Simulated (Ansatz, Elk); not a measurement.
# How far do independent atoms describe Al2Si2Pb?

The structure of Al2Si2Pb used here is made up (a known structure type with other elements) and was relaxed beforehand with PBEsol. The aim is the Fourier transform of its all-electron density, F(hkl), set beside the sum over free spherical atoms that refinements use.

Calculated with Elk 11.2.3 (patched build); DFT, PBE, all-electron APW+lo, Dirac cores, scalar-relativistic bands, static density, no spin.

The structure was built from a prototype and need not be the compound's stable phase.

## (1) Set-up

Symmetry: P-3m1, No. 164, trigonal system. Conventional cell: a = 4.100 Å, b = 4.100 Å, c = 7.262 Å, α = 90.00°, β = 90.00°, γ = 120.00°. Nearest to Pb lie 6 Si at 3.03 Å. Nearest to Si lie 4 Al at 2.52 to 2.61 Å and 3 Pb at 3.03 Å. Nearest to Al lie 4 Si at 2.52 to 2.61 Å. Farther neighbours are not listed.

## (2) Ground state and structure factors

An all-electron density is needed, since X-rays see the cores too. Task 0 finds the density and task 195 Fourier-transforms it; tshift is off so that phases refer to the origin typed.

The input, elk.in:

```
tasks
  0
  195

xctype
  20

spinpol
  .false.

rgkmax
  7.0

gmaxvr
  14.0

lmaxo
  7

lmaxapw
  8

swidth
  0.002

tshift
  .false.

ramdisk
  .false.

hmaxvr
  5.5

maxscl
  120

epspot
  1e-06

sppath
  './'

avec
  7.74805318892 0.00000000000 0.00000000000
  -3.87402659446 6.71001089148 -0.00000000000
  0.00000000000 -0.00000000000 13.72297324992

atoms
  3
  'Pb.in'
  1
  -0.0000000000 0.0000000000 -0.0000000000   0.000000 0.000000 0.000000
  'Si.in'
  2
  0.6666666667 0.3333333333 0.7389678229   0.000000 0.000000 0.000000
  0.3333333333 0.6666666667 0.2610321771   0.000000 0.000000 0.000000
  'Al.in'
  2
  0.6666666667 0.3333333333 0.3793565514   0.000000 0.000000 0.000000
  0.3333333333 0.6666666667 0.6206434486   0.000000 0.000000 0.000000

ngridk
  6 6 3
```

Run with:

```bash
OMP_NUM_THREADS=4 elk
```

Numbers of over 12 decimals in the logs are rounded to 6 here.

What it wrote:

```text
┌─────────────────────────┐
│ Elk code version 11.2.3 │
└─────────────────────────┘

All units are atomic (Hartree, Bohr, etc.)

┌─────────────────────────────────────────────────┐
│ Ground-state run starting from atomic densities │
└─────────────────────────────────────────────────┘

Lattice vectors :
   7.748053189       0.000000000       0.000000000
  -3.874026594       6.710010891      -0.000000000
   0.000000000      -0.000000000       13.72297325

Reciprocal lattice vectors :
  0.8109372966      0.4681948665       0.000000000
  -0.000000000      0.9363897330       0.000000000
  -0.000000000       0.000000000      0.4578588905

Unit cell volume      :    713.4508099
Brillouin zone volume :   0.3476766863

Muffin-tin inner radius fraction :   0.1000000000E-01

Nuclei treated as point charges

Species : 1 (Pb)
 parameters loaded from : Pb.in
 name : lead
 nuclear charge    :   -82.00000000
 electronic charge :    82.00000000
 atomic mass :    377702.4943
 muffin-tin radius :    2.800000000
 number of radial points in muffin-tin :   1393
 inner part over the whole radius :   0.9993555083E-02
 number on inner part of muffin-tin    :   1001
 approximate nuclear radius :   0.1047603524E-03
 number of mesh points to nuclear radius :    525
 atomic positions (lattice), magnetic fields (Cartesian) :
  1 :   0.00000000  0.00000000  0.00000000    0.00000000  0.00000000  0.00000000

Species : 2 (Si)
 parameters loaded from : Si.in
 name : silicon
 nuclear charge    :   -14.00000000
 electronic charge :    14.00000000
 atomic mass :    51196.73458
 muffin-tin radius :    2.200000000
 number of radial points in muffin-tin :    793
 inner part over the whole radius :   0.9899632250E-02
 number on inner part of muffin-tin    :    553
 approximate nuclear radius :   0.5963282101E-04
 number of mesh points to nuclear radius :    246
 atomic positions (lattice), magnetic fields (Cartesian) :
  1 :  -0.33333333  0.33333333 -0.26103218    0.00000000  0.00000000  0.00000000
  2 :   0.33333333 -0.33333333  0.26103218    0.00000000  0.00000000  0.00000000

Species : 3 (Al)
 parameters loaded from : Al.in
 name : aluminium
 nuclear charge    :   -13.00000000
 electronic charge :    13.00000000
 atomic mass :    49184.33496
 muffin-tin radius :    2.200000000
 number of radial points in muffin-tin :    793
 inner part over the whole radius :   0.9821194981E-02
 number on inner part of muffin-tin    :    552
 approximate nuclear radius :   0.5839653600E-04
 number of mesh points to nuclear radius :    244
 atomic positions (lattice), magnetic fields (Cartesian) :
  1 :  -0.33333333  0.33333333  0.37935655    0.00000000  0.00000000  0.00000000
  2 :   0.33333333 -0.33333333 -0.37935655    0.00000000  0.00000000  0.00000000

Total number of atoms per unit cell :    5
Total muffin-tin volume :    270.3612750
 ratio of muffin-tin to unit cell volume :   0.3789487253

Spin treatment :
 spin-unpolarised

Number of Bravais lattice symmetries :   24
Number of crystal symmetries         :   12
Crystal has inversion symmetry
Real symmetric eigensolver will be used

k-point grid :      6     6     3
k-point offset :    0.000000000       0.000000000       0.000000000
k-point set is reduced with full crystal symmetry group
Total number of k-points :       17

Muffin-tin radius times maximum |G+k| :    7.000000000
 using average radius
Maximum |G+k| for APW functions       :    3.017241379
Maximum (1/2)|G+k|²                   :    4.551872771
Maximum |G| for potential and density :    14.00000000
Constant for pseudocharge density :   10
 order of it for each species :   17  17  17
 order of it for pair densities of each species (exact exchange by exxq0 0: 18) :   14   8   8
Radial integration step length :    1

G-vector grid sizes :     35    35    63
Number of G-vectors :    33109

Maximum angular momentum used for
 APW functions            :    8
 outer part of muffin-tin :    7
 inner part of muffin-tin :    2

Total nuclear charge    :   -136.0000000
[...]
Density of states at Fermi energy :    45.92690125
 (states/Hartree/unit cell)

Estimated indirect band gap :   0.2556174039E-02
 from k-point 10 to k-point 15
Estimated direct band gap   :   0.2362394548E-01
 at k-point 8

Charges :
 core                        :    96.00000000
 valence                     :    40.00000000
 interstitial                :    8.721381385
 muffin-tins (core leakage)
  species : 1 (Pb)
   atom 1                    :    79.97383954     (  0.1248379596E-02)
  species : 2 (Si)
[...]
species : 3 (Al)
[...]
total in muffin-tins        :    127.2786186
 total calculated charge     :    135.9952351
 total charge                :    136.0000000
 error                       :   0.4764884459E-02

RMS change in Kohn-Sham potential (target) :   0.5154385726     (  0.1000000000E-05)
Absolute change in total energy (target)   :   0.8294411980     (  0.1000000000E-03)

[... loops 3 to 15 left out ...]

┌──────────────────┐
│ Loop number : 16 │
└──────────────────┘

Energies :
 Fermi                       :     0.225531
 sum of occupied eigenvalues :     -13520.928760378
 electron kinetic            :      25438.533832202
 core electron kinetic       :      25173.004356814
 Coulomb                     :     -46963.535949462
 Coulomb potential           :     -38346.549512305
 nuclear-nuclear             :     -1430.3725030756
 electron-nuclear            :     -52740.291894235
 Hartree                     :      7207.1284478489
 Madelung                    :     -27790.261193309
 xc potential                :     -612.91308027495
 exchange                    :     -462.17646648545
 correlation                 :     -7.168480
 electron entropic           :    -0.91920622340831E-03
 total energy                :     -21994.347982825

Density of states at Fermi energy :    74.72286314
 (states/Hartree/unit cell)

Estimated indirect band gap :   0.2285200784E-02
 from k-point 11 to k-point 1
Estimated direct band gap   :   0.1784486929E-01
 at k-point 11

Charges :
 core                        :    96.00000000
 valence                     :    40.00000000
 interstitial                :    8.766089707
 muffin-tins (core leakage)
  species : 1 (Pb)
[...]
species : 2 (Si)
[...]
species : 3 (Al)
[...]
total in muffin-tins        :    127.2339103
 total calculated charge     :    135.9953247
 total charge                :    136.0000000
 error                       :   0.4675274238E-02

RMS change in Kohn-Sham potential (target) :   0.1111233414E-06 (  0.1000000000E-05)
Absolute change in total energy (target)   :   0.5277009768E-04 (  0.1000000000E-03)

Convergence targets achieved

┌──────────────────┐
│ Loop number : 17 │
└──────────────────┘

Energies :
 Fermi                       :     0.225531
 sum of occupied eigenvalues :     -13520.928757952
 electron kinetic            :      25438.533830615
 core electron kinetic       :      25173.004355213
 Coulomb                     :     -46963.535946789
 Coulomb potential           :     -38346.549512003
 nuclear-nuclear             :     -1430.3725030756
 electron-nuclear            :     -52740.291889019
 Hartree                     :      7207.1284453053
 Madelung                    :     -27790.261190788
 xc potential                :     -612.91307656388
 exchange                    :     -462.17646641865
 correlation                 :     -7.168480
 electron entropic           :    -0.91920618668289E-03
 total energy                :     -21994.347981672

Density of states at Fermi energy :    74.72285950
 (states/Hartree/unit cell)

Estimated indirect band gap :   0.2285201635E-02
 from k-point 11 to k-point 1
Estimated direct band gap   :   0.1784485992E-01
 at k-point 11

Charges :
 core                        :    96.00000000
 valence                     :    40.00000000
 interstitial                :    8.766089654
 muffin-tins (core leakage)
  species : 1 (Pb)
[...]
species : 2 (Si)
[...]
atom 2                    :    12.23525364     (  0.1348301505E-02)
  species : 3 (Al)
   atom 1                    :    11.21990923     (  0.4693850718E-03)
   atom 2                    :    11.21990923     (  0.4693850718E-03)
 total in muffin-tins        :    127.2339103
 total calculated charge     :    135.9953247
 total charge                :    136.0000000
 error                       :   0.4675274139E-02

┌──────────────────────────────┐
│ Self-consistent loop stopped │
└──────────────────────────────┘

Warning : core states of species 1 leak from the muffin-tin :   0.1183796364E-02

Warning : core states of species 2 leak from the muffin-tin :   0.1348301505E-02

Warning : core states of species 3 leak from the muffin-tin :   0.4693850718E-03

Wrote STATE.OUT
```

Wall time 22 s (4 threads of Intel Xeon Platinum 8488C (Sapphire Rapids), shared host); peak memory 0.22 GiB; 48 s of CPU time.

SFACRHO.OUT:

```text

h k l indices transformed by vhmat matrix:
   1.000000000       0.000000000       0.000000000    
   0.000000000       1.000000000       0.000000000    
   0.000000000       0.000000000       1.000000000    

      h      k      l  multipl.   |H|            Re(F)            Im(F)           |F|

      0      0      0      1   0.0000000       136.00000     -0.31383059E-16   136.00000    
      0      0      1      2  0.45785889       60.260216     -0.12376399E-14   60.260216    
      0      0      2      2  0.91571778       53.285834      0.86634791E-14   53.285834    
      0     -1      0      6  0.93638973       52.731166     -0.61881993E-14   52.731166    
      0      1      1      6   1.0423342       87.816509     -0.24752797E-14   87.816509    
      1     -1     -1      6   1.0423342       74.323086     -0.12376399E-14   74.323086    
     -1      1     -2      6   1.3097194       92.376002      0.37129196E-14   92.376002    
     -1      1      2      6   1.3097194       65.409215     -0.37129196E-14   65.409215    
      0      0      3      2   1.3735767       84.706544      -0.0000000       84.706544    
     -1     -1      0      6   1.6218746       100.59653      0.15320206E-13   100.59653    
     -1      0     -3      6   1.6623894       84.146201      0.12376399E-13   84.146201    
      1      0     -3      6   1.6623894       32.230901     -0.11448169E-13   32.230901    
     -2      1     -1     12   1.6852632       51.858261      0.12376399E-14   51.858261    
      0      0      4      2   1.8314356       63.632685     -0.15161088E-13   63.632685    
      2     -1     -2     12   1.8625295       47.546044     -0.74258392E-14   47.546044    
      0     -2      0      6   1.8727795       46.995638     -0.86634791E-14   46.995638    
      0     -2     -1      6   1.9279361       63.813115     -0.18564598E-14   63.813115    
      2      0      1      6   1.9279361       73.496786     -0.74258392E-14   73.496786
```

Elk indexes on the primitive cell of elk.in and gives |H| = 4π sin θ/λ in inverse bohr. Below, one row stands for each form hkl of the conventional cell (m members, Friedel mates merged), F is for one primitive cell and the density is static (no thermal factor). Free-atom factors are Waasmaier and Kirfel's, and R is Σm||F|−|F'||/Σm|F|.

| hkl | m | sin θ/λ (Å⁻¹) | abs F, DFT | neutral atoms | diff. |
| --- | --- | --- | --- | --- | --- |
| 001 | 2 | 0.069 | 60.260 | 60.478 | -0.218 |
| 002 | 2 | 0.138 | 53.286 | 53.821 | -0.535 |
| 100 | 6 | 0.141 | 52.731 | 53.137 | -0.406 |
| 011 | 6 | 0.157 | 87.817 | 87.533 | +0.284 |
| 101 | 6 | 0.157 | 74.323 | 74.522 | -0.199 |
| 012 | 6 | 0.197 | 92.376 | 92.512 | -0.136 |
| 102 | 6 | 0.197 | 65.409 | 65.324 | +0.085 |
| 003 | 2 | 0.207 | 84.707 | 84.662 | +0.045 |
| 110 | 6 | 0.244 | 100.597 | 100.981 | -0.384 |
| 103 | 6 | 0.250 | 84.146 | 84.418 | -0.272 |
| 013 | 6 | 0.250 | 32.231 | 32.026 | +0.205 |
| 111 | 12 | 0.253 | 51.858 | 51.804 | +0.054 |
| 004 | 2 | 0.275 | 63.633 | 63.738 | -0.105 |
| 112 | 12 | 0.280 | 47.546 | 47.320 | +0.226 |
| 200 | 6 | 0.282 | 46.996 | 46.556 | +0.440 |
| 021 | 6 | 0.290 | 63.813 | 63.925 | -0.112 |
| 201 | 6 | 0.290 | 73.497 | 73.748 | -0.251 |
| 014 | 6 | 0.309 | 66.181 | 66.250 | -0.069 |

## (3) The highest occupied states alone

An energy window below the Fermi level keeps the highest occupied states, to see at which angles they scatter; shallow core shells can lie inside it and anion s states outside. No new self-consistency is needed.

elk.in, as its differences from that of step 2:

```diff
@@ -1,3 +1,2 @@
 tasks
-  0
   195
@@ -40,2 +39,5 @@
 
+wsfac
+  -0.325710 0.525530
+
 sppath
```

Run with:

```bash
OMP_NUM_THREADS=4 elk
```

What it wrote:

```text
┌─────────────────────────────────┐
│ Elk code version 11.2.3 started │
└─────────────────────────────────┘

Info(readinput): the functional depends on the density's gradient
 muffin-tin radial points multiplied by    2.00000
 (not where nrmtscf is given)

┌────────────────────┐
│ Current task : 195 │
└────────────────────┘

Info(sfacrho): density structure factors written to SFACRHO.OUT

 Energy window :  -0.3257100000      0.5255300000

┌──────────────────┐
│ Elk code stopped │
└──────────────────┘
```

It took 8.7 s on 4 threads; peak memory 0.16 GiB; 11 s of CPU time.

States within 15 eV below the Fermi level hold 18.00 electrons; any levels below the window count with the cores. Their amplitudes can exceed the total, where window and core parts have opposite phase:

| hkl | sin θ/λ (Å⁻¹) | abs F, window | abs F, all |
| --- | --- | --- | --- |
| 001 | 0.069 | 0.794 | 60.260 |
| 002 | 0.138 | 2.156 | 53.286 |
| 100 | 0.141 | 1.448 | 52.731 |
| 011 | 0.157 | 2.897 | 87.817 |
| 101 | 0.157 | 0.107 | 74.323 |
| 012 | 0.197 | 0.910 | 92.376 |
| 102 | 0.197 | 0.716 | 65.409 |
| 003 | 0.207 | 0.647 | 84.707 |
| 110 | 0.244 | 0.114 | 100.597 |
| 103 | 0.250 | 0.145 | 84.146 |

## (4) Another functional

The difference from free atoms is small, so it is set against the change that LDA (Perdew-Wang) makes.

elk.in, as its differences from that of step 3:

```diff
@@ -1,2 +1,3 @@
 tasks
+  0
   195
@@ -4,3 +5,3 @@
 xctype
-  20
+  3
 
@@ -39,5 +40,2 @@
 
-wsfac
-  -0.325710 0.525530
-
 sppath
```

Run with:

```bash
OMP_NUM_THREADS=4 elk
```

What it wrote:

```text
┌─────────────────────────┐
│ Elk code version 11.2.3 │
└─────────────────────────┘

All units are atomic (Hartree, Bohr, etc.)

┌─────────────────────────────────────────────────┐
│ Ground-state run starting from atomic densities │
└─────────────────────────────────────────────────┘

Lattice vectors :
   7.748053189       0.000000000       0.000000000
  -3.874026594       6.710010891      -0.000000000
   0.000000000      -0.000000000       13.72297325

Reciprocal lattice vectors :
  0.8109372966      0.4681948665       0.000000000
[...]
atom 2                    :    11.23835795     (  0.4968173628E-03)
 total in muffin-tins        :    127.3103271
 total calculated charge     :    135.9952033
 total charge                :    136.0000000
 error                       :   0.4796703048E-02

┌──────────────────────────────┐
│ Self-consistent loop stopped │
└──────────────────────────────┘

Warning : core states of species 1 leak from the muffin-tin :   0.1194053717E-02

Warning : core states of species 2 leak from the muffin-tin :   0.1370737828E-02

Warning : core states of species 3 leak from the muffin-tin :   0.4968173628E-03

Wrote STATE.OUT
[key lines of the parts left out:]
total energy                :     -21979.297125916
```

It took 12 s on 4 threads; peak memory 0.18 GiB.

Against the first run R = 0.04 %; the largest change is -0.057 at 300.

## (5) Basis size

The basis and the expansions that go with it are enlarged, to see whether the differences are converged.

elk.in, as its differences from that of step 4:

```diff
@@ -5,3 +5,3 @@
 xctype
-  3
+  20
 
@@ -11,12 +11,12 @@
 rgkmax
-  7.0
+  8.5
 
 gmaxvr
-  14.0
+  18.0
 
 lmaxo
-  7
+  9
 
 lmaxapw
-  8
+  10
```

Run with:

```bash
OMP_NUM_THREADS=4 elk
```

What it wrote:

```text
┌─────────────────────────┐
│ Elk code version 11.2.3 │
└─────────────────────────┘

All units are atomic (Hartree, Bohr, etc.)

┌─────────────────────────────────────────────────┐
│ Ground-state run starting from atomic densities │
└─────────────────────────────────────────────────┘

Lattice vectors :
   7.748053189       0.000000000       0.000000000
  -3.874026594       6.710010891      -0.000000000
   0.000000000      -0.000000000       13.72297325

Reciprocal lattice vectors :
  0.8109372966      0.4681948665       0.000000000
[...]
atom 2                    :    11.22041144     (  0.4693193271E-03)
 total in muffin-tins        :    127.2376797
 total calculated charge     :    135.9951730
 total charge                :    136.0000000
 error                       :   0.4827001945E-02

┌──────────────────────────────┐
│ Self-consistent loop stopped │
└──────────────────────────────┘

Warning : core states of species 1 leak from the muffin-tin :   0.1183813831E-02

Warning : core states of species 2 leak from the muffin-tin :   0.1348535603E-02

Warning : core states of species 3 leak from the muffin-tin :   0.4693193271E-03

Wrote STATE.OUT
[key lines of the parts left out:]
total energy                :     -21994.350824576
```

It took 50 s on 4 threads; peak memory 0.41 GiB; 1.8 min of CPU time.

Against the first run R = 0.00 %; the largest change is +0.003 at 206.

## (6) Settings against the effect

| run | R against the first run (%) | R against neutral atoms, low angle (%) | wall time |
| --- | --- | --- | --- |
| PBE, rgkmax 7 | 0.00 | 0.34 | 22 s |
| LDA (Perdew-Wang) | 0.04 | 0.33 | 12 s |
| rgkmax 8.5 with larger expansions | 0.00 | 0.34 | 50 s |

## (7) What came out

| Quantity | Value |
| --- | --- |
| R against neutral atoms, sin θ/λ < 0.3 Å⁻¹ | 0.34 % |
| R against neutral atoms, 0.3 to 0.70 Å⁻¹ | 0.04 % |

In words: Independent neutral atoms miss the calculated amplitudes by R = 0.34 % below 0.3 Å⁻¹ and 0.04 % from there to 0.70 Å⁻¹; by shells, 0.73 % below 0.15 Å⁻¹ (3 forms), 0.31 % 0.15 to 0.3 (14 forms), 0.07 % 0.3 to 0.45 (31 forms), 0.03 % above 0.45 (101 forms). Bonding, aspherical density and the tables' own atoms all enter these figures, and the runs don't part them. The largest change of an amplitude is -0.54 electrons, at 002. The window's part falls from 18.0 electrons at the origin to at most 0.34 between 0.45 and 0.70 Å⁻¹. Below 0.3 Å⁻¹ the changes that finished (LDA (Perdew-Wang) and rgkmax 8.5 with larger expansions) move F by R = 0.02 % at most, against the 0.34 % that separates it from free atoms. The k-mesh has no finished test. Spin-orbit coupling is left out, which can matter for elements this heavy. Part of the difference isn't bonding: the tables are fits to free atoms and ions calculated by other methods than this functional. Thermal motion, anomalous dispersion and extinction are left out.

[Logs are printed without paths, hosts, clocks, repeated set-up lines and the standing remarks that a program may print on its own settings, such as how far it seeks lower states.]

[Hosts, paths, dates, database ids (printed as entryN), source tags and the programs' standing remarks are cut or masked in the printed files.]
